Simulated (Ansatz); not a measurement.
**Starting-point dependence of the GW gap of WSe2 (P6_3/mmc)**

Aim: G0W0 for WSe2 (P6_3/mmc) on several starting functionals, at one mesh, band count and screening cutoff.

Program: Ansatz 0.2.0. Level of theory: G0W0 on several functionals, plane waves, PAW. Results are calculated unless marked as measured.

The database entry behind the starting cell differs from later determinations by our own check (a about 0.2 % long), so it need not match the best structure at ambient conditions.

In doubt: masses and optical values from hybrid runs of this build are listed as unsure (step 4), which bears on the screening that GW takes from such a start.

## Step 1: The structure

Symmetry: P6_3/mmc, No. 194, hexagonal system. Conventional cell: a = 3.290 Å, b = 3.290 Å, c = 12.970 Å, α = 90.00°, β = 90.00°, γ = 120.00°. W has 6 Se at 2.53 Å nearest. Se has 3 W at 2.53 Å nearest. Farther neighbours and most contacts between anions are not listed.

The cell and positions come from the Crystallography Open Database and are kept as given unless a step says otherwise. Spin-orbit coupling is left out unless a step names it. The default PAW set here is soft_2. Its files were made with PBE.

## Step 2: G0W0 on PBEsol

G0W0 replaces the xc potential by the self-energy, built once from these orbitals. Only a window of levels is corrected, while the sums run over the empty bands that the input names.

This step: G0W0 on PBEsol, plane waves, PAW.

Input file input.yaml:

```yaml
crystal:
  lattice:
    - [3.29, 0.0, 0.0]
    - [-1.645, 2.8492235785, 0.0]
    - [0.0, 0.0, 12.97]
  atoms:
    - { symbol: W, position: [0.3333333333, 0.6666666667, 0.25] }
    - { symbol: W, position: [0.6666666667, 0.3333333333, 0.75] }
    - { symbol: Se, position: [0.3333333333, 0.6666666667, 0.621] }
    - { symbol: Se, position: [0.6666666667, 0.3333333333, 0.121] }
    - { symbol: Se, position: [0.3333333333, 0.6666666667, 0.879] }
    - { symbol: Se, position: [0.6666666667, 0.3333333333, 0.379] }
kpoints:
  mp_grid: { grid: [6, 6, 2] }
hamiltonian:
  xc: pbesol
scf:
  occupations: { method: fixed }
gw:
  n_empty_bands: 362
  ecut_chi: 120
  qp_bands: [v2, c2]
  qp_kpoints: band_edges
  screening: { model: contour_deformation }
```

Run with:

```
$ ansatz run input.yaml --threads 3 --pin off --max-ram 92160MiB --backend cuda --events-out ev --progress --plain --runs-dir out --devices 1 --max-vram 13GiB  # rebuilt from the run's record
```

Numbers of over 12 decimals in the logs are rounded to 6 here.

What it wrote:

```text
GPUs: using 1 of 1 available (devices: 1).
Engine: ansatz 0.2.0, x86_64-unknown-linux-gnu
Pseudopotentials: kind: paw
Pseudopotential: W, paw, valence charge 14, recommended cutoff 420 eV (normal), W.paw.azcp
Pseudopotential: Se, paw, valence charge 16, recommended cutoff 420 eV (normal), Se.paw.azcp
Functional definition: PBEsol
  exchange = pbesol_x
  correlation = pbesol_c
device memory: the entry about to start is reckoned to put 2.5 GiB on a device that reports 46.7 GiB free (of which the cap on the GPU budget leaves the run 13.0 GiB)
GPU FFT provider: cuFFT
GPU libraries: cuBLAS 13.8.2, cuFFT 12.4.0, cuSOLVER 12.3.4
Crystal: 6 atoms, lattice volume = 121.580 Å³
Basis set: ecut = 420 eV, 2419 PW (Γ)
Bands: 56, of which v1, the nominal top of the filled ones, is band 46 counted from 1 (45 counted from 0)
Symmetry: 24 space group operations
Space group: P63/mmc (ITA 194), of the structure as read, at distance tolerance 5.0e-5 Å
k-points: 14 of 72
Non-local potential: W, projectors of the file, l = 0: 3, l = 1: 2, l = 2: 2, l = 3: 1
Non-local potential: Se, projectors of the file, l = 0: 2, l = 1: 2, l = 2: 3, l = 3: 1
PAW form: soft (Blöchl's): semilocal exchange-correlation on the pseudo side does not see the compensation charge
PAW frozen core: W, regenerated for the run's functional, and the local potential with it (the file was generated under x = pbe(κ = 0.804, μ = 0.219515), c = pbe(β = 0.066725))
PAW frozen core: Se, regenerated for the run's functional, and the local potential with it (the file was generated under x = pbe(κ = 0.804, μ = 0.219515), c = pbe(β = 0.066725))
PAW one-centre angular grid: W, 590 points (default); XC on 64 Gauss nodes
PAW one-centre angular grid: Se, 590 points (default); XC on 64 Gauss nodes
Initial density: superposition of atomic densities (neutral atoms: chi_scale 0, normalization atom), corrected by the library's trained network
Initial wavefunctions: pseudopotential atomic-orbital guess
GPU buffer pool allocated for 51840 grid points (all kernels)
GPU transforms: local potential and band sums: pruned to the plane-wave sphere, on 24×24×90
Functional: x = pbesol(κ = 0.804, μ = 0.123457), c = pbesol(β = 0.046)
SCF iter   1: F=—  HF=-42213.514283 eV  |F-HF|=—  |Δ(HF+E_count)|=         —  Δρ=4.88e-3  dr2=1.64e-2  ethr=1.77e-3  ⟨swp⟩=4.9  Hψ=2494  notcnv=0  defer=91
preconditioner: auto → Resta (q_TF=auto, 2.604 Å⁻¹)  ε∞=6.1  [insulator: Δε(μ)=0.937 eV  Ē_g=8.965 eV  n_scr=40 (ndim 8)  ℏωp=20.2 eV  f_vac=0.044  ε∞_Penn≈6.1]
SCF iter   2: F=—  HF=-42213.517483 eV  |F-HF|=—  |Δ(HF+E_count)|=   3.20e-3  Δρ=2.68e-3  dr2=3.21e-3  ethr=1.78e-5  ⟨swp⟩=2.9  Hψ=1514  notcnv=0  defer=110
SCF iter   3: F=—  HF=-42213.519233 eV  |F-HF|=—  |Δ(HF+E_count)|=   1.75e-3  Δρ=1.37e-3  dr2=8.83e-4  ethr=3.49e-6  ⟨swp⟩=2.0  Hψ=826  notcnv=0  defer=110
SCF iter   4: F=—  HF=-42213.519946 eV  |F-HF|=—  |Δ(HF+E_count)|=   7.13e-4  Δρ=1.16e-4  dr2=4.10e-5  ethr=9.59e-7  ⟨swp⟩=2.0  Hψ=1020  notcnv=0  defer=110
SCF iter   5: F=—  HF=-42213.519956 eV  |F-HF|=—  |Δ(HF+E_count)|=   1.02e-5  Δρ=5.45e-5  dr2=6.11e-6  ethr=4.46e-8  ⟨swp⟩=2.6  Hψ=1230  notcnv=0  defer=39
SCF iter   6: F=—  HF=-42213.519960 eV  |F-HF|=—  |Δ(HF+E_count)|=   4.20e-6  Δρ=1.45e-5  dr2=3.19e-7  ethr=6.64e-9  ⟨swp⟩=2.0  Hψ=1350  notcnv=0  defer=40
SCF iter   7: F=-42213.519961 eV  HF=-42213.519961 eV  |F-HF|=4.34e-9  |Δ(HF+E_count)|=   2.99e-7  Δρ=3.55e-6  dr2=2.05e-8  ethr=1.09e-10  ⟨swp⟩=9.1  Hψ=2868  notcnv=0
SCF 1 converged in 7 iterations: F = -42213.519961 eV  dr2 = 2.05e-8
  greatest PAW one-centre occupation: 1.000 electrons in one spin orbital (limit 2), on the Se atom at site 5 (counted from 0), in its partial waves of l = 2
device memory: the entry about to start is reckoned to put 3.2 GiB (of the 3.2 GiB reckoned in all, the device holds 0.1 GiB already) on a device that reports 46.7 GiB free (of which the cap on the GPU budget leaves the run 13.0 GiB)
NSCF: frozen V_eff on 14 k-points
the band table was solved once the SCF had ended and its energy, with any forces and stress, was formed, with the checks that follow a solve (3134 applications of the Hamiltonian). They found nothing against the state; the energy, forces and stress were not computed again (output.eigenvalues in the input reference)
device memory: the entry about to start is reckoned to put 4.7 GiB on a device that reports 46.7 GiB free (of which the cap on the GPU budget leaves the run 13.0 GiB)
NSCF: frozen V_eff on 14 k-points
G₀W₀ screening: q 1/14
[... further progress lines ...]
SCF converged after 7 iterations
Free energy (F): -42213.519961 eV
Harris-Foulkes:  -42213.519961 eV  (|F-HF|=4.34e-9)
Internal energy: -42213.519961 eV  (E = F + TS)
E sigma→0 (E₀):  -42213.519961 eV
Fermi energy:    12.811455 eV
--- Per-component energies (eV) ---
  E_band       = -1696.902329
  E_kinetic    = 1378.591754
  E_local      = -11442.892869  (includes V_loc(G=0)·N_el)
  E_nonlocal   = -2361.902700
  E_hartree    = 5493.472348
  E_xc         = -945.688776
  E_vxc        = -872.229108  (∫ρ·V_xc dr)
  E_paw        = -24344.729152  (= ΣΔE_a)
  E_vpaw       = 614.590955  (= ΣTr[D̂ρ^β])
  E_aug_tail   = -0.002496  (compensation charges beyond the density's cutoff)
  E_ewald      = -9994.845457
  E_core_change = 4.477386  (= ΣΔE_core)
  E_smearing   = -0.000000  (= −TS)
  E_closure    = 0.000000  (closes the sum)
  Σ components = -42213.519961   (vs F -42213.519961, Δ=0.00e0)
--- Band table (eV; the first three rows and the last of 14) ---
  k-point 0: bands = [... 42 lower, 11.3149, 11.6841, 11.7651, 12.8115, 15.4518, 15.4518, 15.5022, 15.5022, ... 6 higher]
  k-point 1: bands = [... 42 lower, 11.2874, 11.2874, 12.5969, 12.5969, 15.4580, 15.4580, 15.4580, 15.4580, ... 6 higher]
  k-point 2: bands = [... 42 lower, 10.9705, 11.7107, 11.7813, 12.1386, 14.4405, 14.9697, 15.0738, 15.1376, ... 6 higher]
  k-point 13: bands = [... 42 lower, 10.0900, 10.0900, 12.4629, 12.4629, 14.1249, 14.1249, 15.2030, 15.2030, ... 6 higher]
--- G₀W₀: contour deformation, 7 samples at zero and on the imaginary axis and 1 off it, 72 q-points, 362 empty bands' worth ---
  eigenvalues of the whole cell's RPA ε∞ on this k-mesh (on a slab, of 1 + 4πα/V) = 7.3708, 15.5846, 15.5846; static W/v taken at q = 0 is 0.067673
  gw.qp_kpoints: band_edges: 11 of 14 stored k-points solved, in 1 pass; an edge of the gap read off the rows below is read off those points alone
    valence top: of the k-points left out ik 7 came nearest to being solved in a further pass, in band 45 (counted from 1, as in the quasiparticle table): it holds the edge there only if its correction is more favourable than any solved in that band by at least 1.245 eV; those differ by 0.337 eV
    conduction bottom: of the k-points left out ik 4 came nearest to being solved in a further pass, in band 47 (counted from 1, as in the quasiparticle table): it holds the edge there only if its correction is more favourable than any solved in that band by at least 0.582 eV; those differ by 0.166 eV
    ik  band        ε_KS         Σx   Σc(E_QP)       V_xc       Z   E_QP_lin       E_QP  E_QP is
     0    45     11.7651   -18.1032     1.6686   -16.0146  0.7687    11.3421    11.3450  root
     0    46     12.8115   -19.3593     0.4179   -18.8819  0.7535    12.7520    12.7520  root
     0    47     15.4518   -13.8463    -4.1323   -18.2984  0.7558    15.7737    15.7716  root
     0    48     15.4518   -13.8463    -4.1323   -18.2984  0.7558    15.7737    15.7716  root
     1    45     12.5969   -19.0543     0.6589   -18.2759  0.7555    12.4773    12.4775  root
     1    46     12.5969   -19.0543     0.6589   -18.2759  0.7555    12.4773    12.4775  root
     1    47     15.4580   -13.8023    -4.1198   -18.2320  0.7549    15.7697    15.7678  root
     1    48     15.4580   -13.8023    -4.1198   -18.2320  0.7549    15.7697    15.7678  root
     2    45     11.7813   -18.1838     1.6525   -16.1272  0.7682    11.3747    11.3773  root
     2    46     12.1386   -19.0636     0.7900   -18.1840  0.7501    12.0489    12.0491  root
     2    47     14.4405   -13.3167    -3.8996   -17.4818  0.7600    14.7072    14.7060  root
     2    48     14.9697   -13.9999    -4.2281   -18.6118  0.7630    15.3563    15.3536  root
     3    45     12.0959   -19.0124     0.9021   -17.9879  0.7515    11.9733    11.9736  root
     3    46     12.0959   -19.0124     0.9021   -17.9879  0.7515    11.9733    11.9736  root
     3    47     14.7264   -13.7270    -4.0106   -18.0293  0.7570    15.0196    15.0180  root
     3    48     14.7264   -13.7270    -4.0106   -18.0293  0.7570    15.0196    15.0180  root
     6    45     11.5298   -17.9461     1.2657   -16.4808  0.7515    11.3295    11.3303  root
     6    46     11.7161   -18.4759     1.5855   -16.5366  0.7656    11.3602    11.3623  root
     6    47     14.9318   -16.5075    -4.6540   -21.5720  0.7286    15.3465    15.3422  root
     6    48     14.9720   -16.4657    -4.6822   -21.5559  0.7278    15.3843    15.3800  root
     8    45     11.6656   -19.3249     1.1154   -18.1072  0.7421    11.5632    11.5634  root
     8    46     11.7090   -19.4037     1.1152   -18.1701  0.7449    11.5904    11.5906  root
     8    47     13.7517   -13.0132    -3.6300   -16.8880  0.7652    13.9971    13.9964  root
     8    48     14.6631   -14.1295    -4.0992   -18.5338  0.7492    14.9701    14.9683  root
[...]
12    45     12.3542   -18.1061     0.4808   -17.5301  0.7526    12.2589    12.2590  root
    12    46     12.6088   -18.7534     0.3475   -18.3361  0.7527    12.5389    12.5390  root
    12    47     14.1248   -15.5363    -3.9300   -19.8214  0.7465    14.4820    14.4799  root
    12    48     14.1248   -15.5363    -3.9300   -19.8214  0.7465    14.4820    14.4799  root
    13    45     12.4629   -18.3280     0.4092   -17.8353  0.7529    12.3794    12.3795  root
    13    46     12.4629   -18.3280     0.4092   -17.8353  0.7529    12.3794    12.3795  root
    13    47     14.1249   -15.5336    -3.9299   -19.8185  0.7465    14.4820    14.4799  root
    13    48     14.1249   -15.5336    -3.9299   -19.8185  0.7465    14.4820    14.4799  root
```

The job ended after 26 s (1 × NVIDIA H100 80GB HBM3 (shared by 6 runs) with 3 threads of AMD EPYC 7R13 (Zen 3), shared host; peak memory 1.6 GiB).

Reading the cycles: dr2 is the Hartree energy of the density residual (eV), the measure of convergence; HF is the Harris–Foulkes estimate of the energy, which meets the free energy F at convergence.

Numbers from this step:

- bands summed: 408
- RPA ε∞ on this mesh (eigenvalues): 7.371, 15.58, 15.58
- plane waves in the screening matrix: 341
- q-points in the mesh: 72
- G0W0 gap on the mesh: 1.244 eV
- k of the valence top: 0, 0, 0
- k of the conduction bottom: 0.1667, 0.1667, 0
- starting gap on the mesh: 0.9402 eV
- Z at the valence top: 0.7535
- Z at the conduction bottom: 0.7652
- least direct G0W0 gap on the computed points: 1.941 eV

The gap on the mesh goes from 0.94 eV to 1.24 eV, a correction of +0.30 eV. Between the two edge states, bare exchange in place of the xc potential would open the gap by 4.35 eV, and correlation takes back 4.05 eV.

## Step 3: G0W0 on PBE

The same correction from a different start measures what one shot leaves open.

This step: G0W0 on PBE, plane waves, PAW.

Edit input.yaml of step 2 so:

```diff
@@ -15,3 +15,3 @@
 hamiltonian:
-  xc: pbesol
+  xc: pbe
 scf:
```

What it wrote:

```text
GPUs: using 1 of 1 available (devices: 1).
[...]
GPU FFT provider: cuFFT
GPU libraries: cuBLAS 13.8.2, cuFFT 12.4.0, cuSOLVER 12.3.4
Crystal: 6 atoms, lattice volume = 121.580 Å³
Basis set: ecut = 420 eV, 2419 PW (Γ)
Bands: 56, of which v1, the nominal top of the filled ones, is band 46 counted from 1 (45 counted from 0)
[... 1 set-up line as in the run before ...]
[...]
k-points: 14 of 72
[...]
GPU buffer pool allocated for 51840 grid points (all kernels)
[...]
SCF iter   1: F=—  HF=-42649.193134 eV  |F-HF|=—  |Δ(HF+E_count)|=         —  Δρ=4.34e-3  dr2=5.50e-3  ethr=1.77e-3  ⟨swp⟩=4.9  Hψ=2498  notcnv=0  defer=92
[...]
SCF iter   6: F=-42649.206099 eV  HF=-42649.206099 eV  |F-HF|=3.65e-8  |Δ(HF+E_count)|=   2.01e-6  Δρ=5.87e-6  dr2=6.00e-8  ethr=1.09e-10  ⟨swp⟩=9.3  Hψ=2914  notcnv=0
SCF 1 converged in 6 iterations: F = -42649.206099 eV  dr2 = 6.00e-8
[...]
NSCF: frozen V_eff on 14 k-points
[...]
G₀W₀ screening: q 1/14
[... further progress lines ...]
SCF converged after 6 iterations
Free energy (F): -42649.206099 eV
[...]
Internal energy: -42649.206099 eV  (E = F + TS)
E sigma→0 (E₀):  -42649.206099 eV
Fermi energy:    12.956967 eV
[...]
--- Band table (eV; the first three rows and the last of 14) ---
  k-point 0: bands = [... 42 lower, 11.4570, 11.8525, 11.8899, 12.9570, 15.5966, 15.5966, 15.6471, 15.6471, ... 6 higher]
  k-point 1: bands = [... 42 lower, 11.4294, 11.4294, 12.7404, 12.7404, 15.6022, 15.6022, 15.6022, 15.6022, ... 6 higher]
  k-point 2: bands = [... 42 lower, 11.1115, 11.8714, 11.9044, 12.2882, 14.6109, 15.1432, 15.2162, 15.2868, ... 6 higher]
  k-point 13: bands = [... 42 lower, 10.2227, 10.2227, 12.6187, 12.6187, 14.2841, 14.2841, 15.3888, 15.3888, ... 6 higher]
[...]
bands read: the sum over 408 bands ends inside a degenerate multiplet in 1 slot, whose members it reads at an even weight; the widest, k=0: bands 408 to 409 (counted from 1) at 1/2 each
[...]
0    45     11.8899   -18.1406     1.7137   -15.9334  0.7684    11.3922    11.3964  root
     0    46     12.9570   -19.3876     0.4604   -18.7647  0.7534    12.7942    12.7945  root
     0    47     15.5966   -13.8666    -4.1047   -18.2073  0.7559    15.8337    15.8326  root
     0    48     15.5966   -13.8666    -4.1047   -18.2073  0.7559    15.8337    15.8326  root
     1    45     12.7404   -19.0852     0.6986   -18.1680  0.7553    12.5213    12.5219  root
     1    46     12.7404   -19.0852     0.6986   -18.1680  0.7553    12.5213    12.5219  root
     1    47     15.6022   -13.8250    -4.0909   -18.1422  0.7548    15.8296    15.8285  root
     1    48     15.6022   -13.8250    -4.0909   -18.1422  0.7548    15.8296    15.8285  root
[...]
13    45     12.6187   -18.3733     0.4479   -17.7227  0.7528    12.4156    12.4160  root
    13    46     12.6187   -18.3733     0.4479   -17.7227  0.7528    12.4156    12.4160  root
    13    47     14.2841   -15.5713    -3.8822   -19.6909  0.7464    14.5225    14.5216  root
    13    48     14.2841   -15.5713    -3.8822   -19.6909  0.7464    14.5225    14.5216  root
```

Elapsed: 39 s, on 1 × NVIDIA H100 80GB HBM3 (shared by 6 runs) with 3 threads; peak memory 1.6 GiB.

Numbers from this step:

| Item | Value |
| --- | --- |
| bands summed | 408 |
| RPA ε∞ on this mesh (eigenvalues) | 7.125, 15.37, 15.37 |
| plane waves in the screening matrix | 341 |
| q-points in the mesh | 72 |
| G0W0 gap on the mesh | 1.261 eV |
| k of the valence top | 0, 0, 0 |
| k of the conduction bottom | 0.1667, 0.1667, 0 |
| starting gap on the mesh | 0.9758 eV |
| Z at the valence top | 0.7534 |
| Z at the conduction bottom | 0.7648 |
| least direct G0W0 gap on the computed points | 1.948 eV |

Against the run with 6×6×2 mesh, 362 empty bands, screening to 120 eV on PBEsol, the gap moves by +0.016 eV, while the start moved by +0.04 eV.

## Step 4: G0W0 on HSE06

This step: G0W0 on HSE06, plane waves, PAW.

Edit input.yaml of step 3 so:

```diff
@@ -15,3 +15,3 @@
 hamiltonian:
-  xc: pbe
+  xc: hse06
 scf:
```

What it wrote:

```text
GPUs: using 1 of 1 available (devices: 1).
[...]
davidson cushion auto → on  (no smearing: the cushion is to keep the highest requested band from converging to the state above it; pin scf.eigensolver.cushion to override)
[...]
GPU FFT provider: cuFFT
GPU libraries: cuBLAS 13.8.2, cuFFT 12.4.0, cuSOLVER 12.3.4
Crystal: 6 atoms, lattice volume = 121.580 Å³
Basis set: ecut = 420 eV, 2419 PW (Γ)
[...]
1    47     15.9102   -13.6360    -4.0145   -17.6997  0.7790    15.9595    15.9594  root
     1    48     15.9102   -13.6360    -4.0145   -17.6997  0.7790    15.9595    15.9594  root
[...]
13    45     12.2767   -18.2492     0.4028   -17.8378  0.7778    12.2681    12.2681  root
    13    46     12.2767   -18.2492     0.4028   -17.8378  0.7778    12.2681    12.2681  root
    13    47     14.4099   -15.4094    -3.7685   -19.2903  0.7716    14.5225    14.5223  root
    13    48     14.4099   -15.4094    -3.7685   -19.2903  0.7716    14.5225    14.5223  root
[key lines of the parts left out:]
Free energy (F): -42657.166890 eV
Fermi energy:    12.633944 eV
```

Elapsed: 66 s, on 1 × NVIDIA H100 80GB HBM3 (shared by 6 runs) with 3 threads; peak memory 2.2 GiB.

Numbers from this step:

```yaml
bands_summed: 408
rpa_eps_infinity_on_this_mesh_eigenvalues: 5.875, 12.18, 12.18
plane_waves_in_the_screening_matrix: 341
g0w0_gap_on_the_mesh: 1.445 eV
k_of_the_valence_top: 0, 0, 0
k_of_the_conduction_bottom: 0.1667, 0.1667, 0
starting_gap_on_the_mesh: 1.446 eV
least_direct_g0w0_gap_on_the_computed_points: 2.096 eV
```

Against the run with 6×6×2 mesh, 362 empty bands, screening to 120 eV on PBE, the gap moves by +0.18 eV, while the start moved by +0.47 eV.

## Step 5: Side by side

All on the 6×6×2 mesh with 362 empty bands and screening to 120 eV. Times are wall times on 1 × NVIDIA H100 80GB HBM3 (shared by 6 runs) with 3 threads of AMD EPYC 7R13 (Zen 3), shared host, good to a factor of about two.

| start | starting gap (eV) | shift (eV) | G0W0 gap (eV) | RPA ε∞ (harmonic mean) | Z (valence, conduction) | time |
| --- | --- | --- | --- | --- | --- | --- |
| PBEsol | 0.94 | +0.30 | 1.24 | 11.36 | 0.75, 0.77 | 26 s |
| PBE | 0.98 | +0.28 | 1.26 | 11.09 | 0.75, 0.76 | 39 s |
| HSE06 | 1.45 | −0.001 | 1.45 | 8.97 | 0.78, 0.79 | 66 s |

How the two edges are built up, in eV (the quasiparticle level is the starting level plus Σx plus Σc less Vxc):

| run | edge | start | Σx | Σc | Vxc | Z | QP |
| --- | --- | --- | --- | --- | --- | --- | --- |
| PBEsol | valence top | 12.81 | -19.36 | 0.42 | -18.88 | 0.75 | 12.75 |
| PBEsol | conduction bottom | 13.75 | -13.01 | -3.63 | -16.89 | 0.77 | 14.00 |
| PBE | valence top | 12.96 | -19.39 | 0.46 | -18.76 | 0.75 | 12.79 |
| PBE | conduction bottom | 13.93 | -13.07 | -3.60 | -16.79 | 0.76 | 14.06 |
| HSE06 | valence top | 12.63 | -19.35 | 0.48 | -18.90 | 0.78 | 12.66 |
| HSE06 | conduction bottom | 14.08 | -12.84 | -3.56 | -16.43 | 0.79 | 14.11 |

For a hybrid start, Vxc holds its share of exact exchange.

## Step 6: Outcome

| Property | Result |
| --- | --- |
| G0W0@PBEsol | 1.24 eV (start 0.94 eV) |
| G0W0@PBE | 1.26 eV (start 0.98 eV) |
| G0W0@HSE06 | 1.45 eV (start 1.45 eV) |
| known limits | not at the basis limit; no spin-orbit coupling; coarse k mesh |

What this shows: The starting gaps span 0.51 eV and the G0W0 gaps 0.20 eV. Between PBEsol and HSE06, 0.20 eV of the 0.51 eV survives, 40 %. HSE06 screens less than PBEsol (ε∞ 8.97 against 11.36). Of the 0.20 eV by which its G0W0 gap is higher, the correlation part gives +0.004 eV, and exchange with the one-particle terms, which follow the orbitals, +0.20 eV. The smallest correction, −0.001 eV, is on HSE06, the start nearest to reproducing itself. Bands and cutoff are finite, so the gap is not at the basis limit. The miss can reach some tenths of an eV and take either sign; the mesh is an error of its own. The 6×6×2 mesh is coarse for this cell (its supercell is 20 Å along the shortest edge). The RPA ε∞ on it, from the PBEsol start, is 7.37 and 15.58; such meshes misread the long-range screening, most where the gap is narrow. The many-body steps are scalar-relativistic: spin-orbit coupling is not in them.

[Paths, hosts, dates, memory and timing lines, banners, echoed tables and standing remarks are left out of the program output.]

[Logs are printed without paths, hosts, clocks, repeated set-up lines and the standing remarks that a program may print on its own settings, such as how far it seeks lower states.]

[Runs of the session that timed out or met a known fault of the program may be left out.]

[Cells called generated may have been cut or substituted from an entry of the Crystallography Open Database or the Materials Project.]

[Hosts, paths, dates, database ids (printed as entryN), source tags and the programs' standing remarks are cut or masked in the printed files.]
